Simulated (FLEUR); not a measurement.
# Cobalt: parallel and opposed starts

A self-consistent run ends on one state, which hangs on the start. Several orders of Cobalt are started in FLEUR and their energies compared.

Main program and level: FLEUR MaX-R8.1; PBEsol; all-electron FLAPW, Dirac cores, scalar-relativistic bands.

### 1. Set-up

It takes space group P6_3/mmc (No. 194, hexagonal). Conventional cell: a = 2.507 Å, b = 2.507 Å, c = 4.070 Å, α = 90.00°, β = 90.00°, γ = 120.00°. Nearest to Co lie 12 Co at 2.50 to 2.51 Å.

As a file:

```
Co
1.0
     2.50740    0.00000    0.00000
    -1.25370    2.17147    0.00000
     0.00000    0.00000    4.06990
Co
2
Direct
  0.33333 0.66667 0.25000
  0.66667 0.33333 0.75000
```

### 2. Start 1: ferro ++

The parallel start comes first: it shows whether parallel moments hold.

inpgen writes inp.xml from crystal.txt; cutoffs, mixing, functional, smearing and local orbitals are then set in the file. The k list default-1 (kpts.xml, not shown) is a Γ-centred 12×12×12 mesh; where the ranks do not divide the number of points, some are split in two of half the weight.

inp.xml

```
<?xml version="1.0" encoding="UTF-8" standalone="no"?>
<fleurInput fleurInputVersion="0.39">
   <comment>
      Co
   </comment>
   <calculationSetup>
      <cutoffs Kmax="3.6" Gmax="10.8" GmaxXC="10.8" numbands="0"/>
      <scfLoop itmax="90" minDistance="0.00002" maxIterBroyd="15" imix="Anderson" alpha="0.05" precondParam="0.0" spinf="2.0" sdNocoIR="T"/>
      <coreElectrons ctail="T" frcor="F" kcrel="0" coretail_lmax="0"/>
      <xcFunctional name="PBEs" relativisticCorrections="F"/>
      <magnetism jspins="2"/>
      <soc l_soc="F" theta="0.0" phi="0.0" spav="F"/>
      <expertModes spex="0" secvar="F"/>
      <geometryOptimization l_f="F" forcealpha="1.0" forcemix="BFGS" epsdisp="0.00001" epsforce="0.00001"/>
      <ldaU l_linMix="F" mixParam="0.05" spinf="1.0"/>
   </calculationSetup>
   <cell>
      <bzIntegration valenceElectrons="34.0" mode="hist" fermiSmearingEnergy="0.00110248">
         <kPointListSelection listName="default-1"/>
         <xi:include xmlns:xi="http://www.w3.org/2001/XInclude" href="kpts.xml"> </xi:include>
      </bzIntegration>
      <xi:include xmlns:xi="http://www.w3.org/2001/XInclude" href="sym.xml"> </xi:include>
      <bulkLattice scale="1.0">
         <bravaisMatrix>
            <row-1>    4.7382992847653478     0.0000000000188973     0.0000000000000000</row-1>
            <row-2>   -2.3691496423921228     4.1034875513345304     0.0000000000000000</row-2>
            <row-3>    0.0000000000000000     0.0000000000000000     7.6909963545095392</row-3>
         </bravaisMatrix>
      </bulkLattice>
   </cell>
   <atomSpecies>
      <species name="Cobalt (Co2.000" element="Co" atomicNumber="27">
         <mtSphere radius="2.3" gridPoints="761" logIncrement="0.016"/>
         <atomicCutoffs lmax="8" lnonsphr="6"/>
         <electronConfig flipSpins="F">
            <coreConfig>(1s1/2) (2s1/2) (2p1/2) (2p3/2)</coreConfig>
            <valenceConfig>(3s1/2) (3p1/2) (3p3/2) (4s1/2) (3d3/2) (3d5/2)</valenceConfig>
            <stateOccupation state="(3d3/2)" spinUp="1.5" spinDown="1.3"/>
            <stateOccupation state="(3d5/2)" spinUp="3.0" spinDown="1.2"/>
         </electronConfig>
         <energyParameters s="4" p="4" d="3" f="4"/>
         <lo type="SCLO" l="0" n="3" eDeriv="0"/>
         <lo type="SCLO" l="1" n="3" eDeriv="0"/>
      </species>
   </atomSpecies>
   <atomGroups>
      <atomGroup species="Cobalt (Co2.000">
         <relPos label="                   1">1.000/3.000 -1.000/3.000 1.000/4.000</relPos>
         <relPos label="                   2">-1.000/3.000 1.000/3.000 -1.000/4.000</relPos>
         <force calculate="T" relaxXYZ="TTT"/>
      </atomGroup>
   </atomGroups>
   <output dos="F" band="F" slice="F">
      <bandDOS minEnergy="-.5*Htr" maxEnergy="0.5*Htr" sigma="0.015" storeEVData="T"/>
      <plotting iplot="0" polar="F">
         <plot TwoD="T" vec1="  1.0  0.0  0.0" vec2="  0.0  1.0  0.0" vec3="  0.0  0.0  1.0" zero="  0.0  0.0  0.0" file="plot"/>
      </plotting>
      <moessbauerParams electricFieldGradient="F" isomerShift="F" coreHyperfine="F" valenceHyperfine="F"/>
   </output>
</fleurInput>
```

crystal.txt

```
Co
&input film=F cartesian=F /
2.50739999997  0.00000000001  0.00000000000
-1.25369999999  2.17147209742  0.00000000000
0.00000000000  0.00000000000  4.06990000000
1.8897261246
1.0 1.0 1.0

2
27 0.33333333333  0.66666666667  0.25000000000 : 2.000
27 0.66666666667  0.33333333333  0.75000000000 : 2.000

&kpt div1=12 div2=12 div3=12 gamma=T /
```

On the command line:

```bash
$ OMP_NUM_THREADS=1 inpgen -f crystal.txt > inpgen.log  # inp.xml is then edited as shown
$ OMP_NUM_THREADS=1 mpirun -n 4 fleur_MPI > fleur.log
```

The program printed:

```text
Welcome to FLEUR        (www.flapw.de)
      MaX-Release 8.1          (www.max-centre.eu)

 ========== k-point set info ==========
 Selected k-point list: default-1
 k-point list type: mesh
 0 x 0 x 0
 Number of k points: 136

 ------------Calculation Setup---------------------------
 Number of MPI-tasks      :            4
 Number of PE/node        :            4
 Number of OMP-threads    :            1
 k-points in parallel     :            4
 pe's per k-point         :            1
 No of k-point loops      :           34
 Eigenvalue solver        :       lapack
 Number of basis functions:          136
 Approximate size of matrices (H+S) per k-point:         0.000 GB
 --------------------------------------------------------
 Iteration:     1   Distance:       9.29976738 me/bohr^3
 Iteration:     2   Distance:       7.57055853 me/bohr^3
 Iteration:     3   Distance:       3.29766791 me/bohr^3
 Iteration:     4   Distance:       3.08497336 me/bohr^3
 Iteration:     5   Distance:       0.38084697 me/bohr^3
 Iteration:     6   Distance:       0.34925814 me/bohr^3
 Iteration:     7   Distance:       0.14723347 me/bohr^3
 Iteration:     8   Distance:       0.10208413 me/bohr^3
 Iteration:     9   Distance:       0.07978949 me/bohr^3
 Iteration:    10   Distance:       0.03343906 me/bohr^3
 Iteration:    11   Distance:       0.03063545 me/bohr^3
 Iteration:    12   Distance:       0.00781890 me/bohr^3
 Iteration:    13   Distance:       0.00410661 me/bohr^3
 Iteration:    14   Distance:       0.00188882 me/bohr^3
 Iteration:    15   Distance:       0.00016640 me/bohr^3
 Iteration:    16   Distance:       0.00016094 me/bohr^3
 Iteration:    17   Distance:       0.00011445 me/bohr^3
 Iteration:    18   Distance:       0.00002130 me/bohr^3
 Iteration:    19   Distance:       0.00000391 me/bohr^3

 ********************************************************************
 Run finished successfully
 Stop message:
   all done
 ********************************************************************

--- out.xml (last complete iteration) ---
<iteration numberForCurrentRun="   19" overallNumber="   19">
         <energyParameters units="Htr">
            <atomicEP atomType="1" spin="1" branch="4s" branchLowest="-3.17" branchHighest="1.74" value="0.1936714839"/>
            <atomicEP atomType="1" spin="1" branch="4p" branchLowest="-1.82" branchHighest="2.33" value="0.3317237923"/>
            <atomicEP atomType="1" spin="1" branch="3d" branchLowest="-9.99" branchHighest="0.36" value="0.2510035809"/>
            <atomicEP atomType="1" spin="1" branch="4f" branchLowest="-9.99" branchHighest="3.55" value="0.6497134624"/>
            <loAtomicEP atomType="1" spin="1" branch="3s" branchLowest="-32.41" branchHighest="-3.17" value="-3.1785652488"/>
            <loAtomicEP atomType="1" spin="1" branch="3p" branchLowest="-27.67" branchHighest="-1.82" value="-1.8339126995"/>
            <atomicEP atomType="1" spin="2" branch="4s" branchLowest="-3.10" branchHighest="1.79" value="0.1851869943"/>
            <atomicEP atomType="1" spin="2" branch="4p" branchLowest="-1.74" branchHighest="2.37" value="0.3186735362"/>
            <atomicEP atomType="1" spin="2" branch="3d" branchLowest="-9.99" branchHighest="0.44" value="0.3042437816"/>
            <atomicEP atomType="1" spin="2" branch="4f" branchLowest="-9.99" branchHighest="3.59" value="0.6334510201"/>
            <loAtomicEP atomType="1" spin="2" branch="3s" branchLowest="-32.37" branchHighest="-3.10" value="-3.1021057695"/>
            <loAtomicEP atomType="1" spin="2" branch="3p" branchLowest="-27.64" branchHighest="-1.74" value="-1.7595183650"/>
         </energyParameters>
         <bandgap value="0.0019438819" units="eV"/>
         <sumValenceSingleParticleEnergies value="-29.5895968646" units="Htr"/>
         <FermiEnergy value="0.3394964668" units="Htr"/>
         <valenceDensity>
            <mtCharges spin="1">
               <mtCharge atomType="1" total="8.8863064" s="1.2126429" p="3.1911540" d="4.4622641" f="0.0151346"/>
            </mtCharges>
            <mtCharges spin="2">
               <mtCharge atomType="1" total="7.1754865" s="1.2218677" p="3.2329948" d="2.7017438" f="0.0144687"/>
            </mtCharges>
            <spinDependentCharge spin="1" total="18.6535211" interstitial="0.8809084" mtSpheres="17.7726127"/>
            <spinDependentCharge spin="2" total="15.3464789" interstitial="0.9955060" mtSpheres="14.3509729"/>
            <totalCharge value="34.0000000000"/>
         </valenceDensity>
         <coreStates atomType="     1" atomicNumber=" 27" spin="1" kinEnergy="    623.9711592634" eigValSum="   -393.5342829924" lostElectrons=" 0.000000">
            <state n="1" l="0" j="0.5" energy="-278.0963035520" weight="1.0000000000"/>
            <state n="2" l="0" j="0.5" energy="-32.4060500311" weight="1.0000000000"/>
            <state n="2" l="1" j="0.5" energy="-28.0396536483" weight="1.0000000000"/>
            <state n="2" l="1" j="1.5" energy="-27.4961378805" weight="2.0000000000"/>
         </coreStates>
         <coreStates atomType="     1" atomicNumber=" 27" spin="2" kinEnergy="    624.3456411972" eigValSum="   -393.4106552155" lostElectrons=" 0.000000">
            <state n="1" l="0" j="0.5" energy="-278.0964563884" weight="1.0000000000"/>
            <state n="2" l="0" j="0.5" energy="-32.3681678217" weight="1.0000000000"/>
            <state n="2" l="1" j="0.5" energy="-28.0116024273" weight="1.0000000000"/>
            <state n="2" l="1" j="1.5" energy="-27.4672142891" weight="2.0000000000"/>
         </coreStates>
         <allElectronCharges>
            <spinDependentCharge spin="1" total="28.6535211" interstitial="0.8809084" mtSpheres="27.7726127"/>
            <spinDependentCharge spin="2" total="25.3464789" interstitial="0.9955060" mtSpheres="24.3509729"/>
            <totalCharge value="54.0000000002"/>
         </allElectronCharges>
         <magneticMomentsInMTSpheres units="muBohr">
            <globalMagMoment atomType="1" vec="0.00000   0.00000   1.71082"/>
            <localMagMoment atomType="1" vec="0.00000   0.00000   1.71082"/>
         </magneticMomentsInMTSpheres>
         <moessbauerParams unitsHFF="kG" unitsIS="e/bohr^3" unitsEFG="Htr/bohr^2">
         </moessbauerParams>
         <totalEnergy value="    -2784.5131263232" units="Htr">
            <sumOfEigenvalues value="    -1603.4794732804">
               <coreElectrons value="-1573.8898764158"/>
               <valenceElectrons value="-29.5895968646"/>
            </sumOfEigenvalues>
            <densityCoulombPotentialIntegral value="-4275.5987832289"/>
            <densityEffectivePotentialIntegral value="-4428.7351614619"/>
            <chargeDenXCDenIntegral value="-116.8854738604"/>
            <FockExchangeEnergyValence value="0.0000000000"/>
            <FockExchangeEnergyCore value="0.0000000000"/>
            <atomTypeDependentContributions atomType="1">
               <electronNucleiInteractionDifferentMTs value="3335.1004943122"/>
               <MadelungTerm value="-19.9834547177"/>
            </atomTypeDependentContributions>
            <tkbTimesEntropy value="0.0002130338"/>
            <freeEnergy value="-2784.5133393570"/>
            <extrapolationTo0K value="-2784.5132328401"/>
         </totalEnergy>
         <densityConvergence units="me/bohr^3">
            <chargeDensity spin="1" distance="0.0000019539"/>
            <chargeDensity spin="2" distance="0.0000025223"/>
            <overallChargeDensity distance="0.0000022526"/>
            <spinDensity distance="0.0000039097"/>
         </densityConvergence>
      </iteration>
```

Run time: 14 s. Hardware: 4 MPI ranks of Arm Neoverse V2, shared host; peak memory 0.17 GiB; 55 s of CPU time.

Numbers from this step:

* free energy: -75770.4680 eV
* program's band gap on this mesh (in a metal only a level spacing): 0.001944 eV
* magnetization: 3.307 μB
* final state: ferromagnetic
* largest moment: 1.711 μB

After 19 cycles the largest moment stands at 1.71 μB.

### 3. Start 2: antiferro +-

An opposed order shows whether neighbours prefer unlike signs.

inp.xml, as its differences from that of step 2:

```diff
@@ -44,2 +44,15 @@
       </species>
+      <species name="Cobalt (Co-2.000" element="Co" atomicNumber="27">
+         <mtSphere radius="2.3" gridPoints="761" logIncrement="0.016"/>
+         <atomicCutoffs lmax="8" lnonsphr="6"/>
+         <electronConfig flipSpins="F">
+            <coreConfig>(1s1/2) (2s1/2) (2p1/2) (2p3/2)</coreConfig>
+            <valenceConfig>(3s1/2) (3p1/2) (3p3/2) (4s1/2) (3d3/2) (3d5/2)</valenceConfig>
+            <stateOccupation state="(3d3/2)" spinUp="1.3" spinDown="1.5"/>
+            <stateOccupation state="(3d5/2)" spinUp="1.2" spinDown="3.0"/>
+         </electronConfig>
+         <energyParameters s="4" p="4" d="3" f="4"/>
+         <lo type="SCLO" l="0" n="3" eDeriv="0"/>
+         <lo type="SCLO" l="1" n="3" eDeriv="0"/>
+      </species>
    </atomSpecies>
@@ -48,2 +61,5 @@
          <relPos label="                   1">1.000/3.000 -1.000/3.000 1.000/4.000</relPos>
+         <force calculate="T" relaxXYZ="TTT"/>
+      </atomGroup>
+      <atomGroup species="Cobalt (Co-2.000">
          <relPos label="                   2">-1.000/3.000 1.000/3.000 -1.000/4.000</relPos>
```

crystal.txt, as its differences from that of step 2:

```diff
@@ -10,3 +10,3 @@
 27 0.33333333333  0.66666666667  0.25000000000 : 2.000
-27 0.66666666667  0.33333333333  0.75000000000 : 2.000
+27 0.66666666667  0.33333333333  0.75000000000 : -2.000
```

The program printed:

```text
[banner, memory and clock lines left out]
Welcome to FLEUR        (www.flapw.de)
      MaX-Release 8.1          (www.max-centre.eu)

 ========== k-point set info ==========
 Selected k-point list: default-1
 k-point list type: mesh
 0 x 0 x 0
 Number of k points: 136

 ------------Calculation Setup---------------------------
 Number of PE/node        :            4
 Number of OMP-threads    :            1
 k-points in parallel     :            4
 pe's per k-point         :            1
 No of k-point loops      :           34
 Eigenvalue solver        :       lapack
 Number of basis functions:          136
 Approximate size of matrices (H+S) per k-point:         0.001 GB
 Iteration:     1   Distance:      14.18980312 me/bohr^3
 Iteration:     2   Distance:      13.72814140 me/bohr^3
 Iteration:     3   Distance:      11.14993382 me/bohr^3
 Iteration:     4   Distance:       6.99751582 me/bohr^3
 Iteration:     5   Distance:       5.93810186 me/bohr^3
 Iteration:     6   Distance:       8.54860169 me/bohr^3
 Iteration:     7   Distance:       6.39395051 me/bohr^3
 Iteration:     8   Distance:       3.79153106 me/bohr^3
 Iteration:     9   Distance:       1.14599249 me/bohr^3
 Iteration:    10   Distance:       1.61905432 me/bohr^3
[... 13 iterations left out ...]
 Iteration:    24   Distance:       0.00508988 me/bohr^3
 Iteration:    25   Distance:       0.00229740 me/bohr^3
 Iteration:    26   Distance:       0.00194782 me/bohr^3
 Iteration:    27   Distance:       0.00007879 me/bohr^3
 Iteration:    28   Distance:       0.00009802 me/bohr^3
 Iteration:    29   Distance:       0.00003229 me/bohr^3
 Iteration:    30   Distance:       0.00003190 me/bohr^3
 Iteration:    31   Distance:       0.00002686 me/bohr^3
 Iteration:    32   Distance:       0.00002194 me/bohr^3
 Iteration:    33   Distance:       0.00001518 me/bohr^3

 ********************************************************************
 Run finished successfully
 Stop message:
   all done
 ********************************************************************

--- out.xml (last complete iteration) ---
<iteration numberForCurrentRun="   33" overallNumber="   33">
         [... left out ...]
         <bandgap value="0.0000001930" units="eV"/>
         <sumValenceSingleParticleEnergies value="-29.6114643745" units="Htr"/>
         <FermiEnergy value="0.3395562118" units="Htr"/>
         <valenceDensity>
            <mtCharges spin="1">
               <mtCharge atomType="1" total="8.5451707" s="1.2158782" p="3.2139769" d="4.0950409" f="0.0155306"/>
               <mtCharge atomType="2" total="7.5190912" s="1.2141684" p="3.2081588" d="3.0764760" f="0.0154123"/>
            </mtCharges>
            <mtCharges spin="2">
               <mtCharge atomType="1" total="7.5190914" s="1.2141684" p="3.2081588" d="3.0764762" f="0.0154123"/>
               <mtCharge atomType="2" total="8.5451709" s="1.2158782" p="3.2139769" d="4.0950411" f="0.0155306"/>
            </mtCharges>
            <spinDependentCharge spin="1" total="16.9999998" interstitial="0.9357379" mtSpheres="16.0642619"/>
            <spinDependentCharge spin="2" total="17.0000002" interstitial="0.9357379" mtSpheres="16.0642623"/>
            <totalCharge value="34.0000000000"/>
         </valenceDensity>
         [... left out ...]
         <magneticMomentsInMTSpheres units="muBohr">
            <globalMagMoment atomType="1" vec="0.00000   0.00000   1.02608"/>
            <localMagMoment atomType="1" vec="0.00000   0.00000   1.02608"/>
            <globalMagMoment atomType="2" vec="0.00000   0.00000  -1.02608"/>
            <localMagMoment atomType="2" vec="0.00000   0.00000  -1.02608"/>
         </magneticMomentsInMTSpheres>
         [... left out ...]
         <totalEnergy value="    -2784.4960982943" units="Htr">
            <sumOfEigenvalues value="    -1603.5906839379">
               <coreElectrons value="-1573.9792195634"/>
               <valenceElectrons value="-29.6114643745"/>
            </sumOfEigenvalues>
            <densityCoulombPotentialIntegral value="-4275.6641037923"/>
            <densityEffectivePotentialIntegral value="-4428.7311786814"/>
            <chargeDenXCDenIntegral value="-116.8336592561"/>
            <FockExchangeEnergyValence value="0.0000000000"/>
            <FockExchangeEnergyCore value="0.0000000000"/>
         [... left out ...]
            <tkbTimesEntropy value="0.0005450282"/>
            <freeEnergy value="-2784.4966433225"/>
            <extrapolationTo0K value="-2784.4963708084"/>
         </totalEnergy>
         <densityConvergence units="me/bohr^3">
            <chargeDensity spin="1" distance="0.0000086359"/>
            <chargeDensity spin="2" distance="0.0000089389"/>
            <overallChargeDensity distance="0.0000088680"/>
            <spinDensity distance="0.0000151764"/>
         </densityConvergence>
      </iteration>
```

Wall time 32 s (4 MPI ranks); peak memory 0.23 GiB; 2.1 min of CPU time.

Numbers from this step:

| Quantity | Value |
| --- | --- |
| free energy | -75770.0137 eV |
| program's band gap on this mesh (in a metal only a level spacing) | 1.93e-7 eV |
| magnetization | 0 μB |
| final state | antiferromagnetic |
| largest moment | 1.026 μB |

It lies 227 meV a seeded atom over the first start, and its largest moment is 1.03 μB against 1.71 μB.

[end of part 1 of 2]

[Logs and program files are shortened in this print: banners, set-up blocks, solver, clock and traceback lines can be left out without a mark of their own.]

[Logs are printed without paths, hosts, clocks, repeated set-up lines and the standing remarks that a program may print on its own settings, such as how far it seeks lower states.]

[Hosts, paths, dates, database ids (printed as entryN), source tags and the programs' standing remarks are cut or masked in the printed files.]

[Where a cell is said to come from a database of computed structures, the database is the Materials Project.]
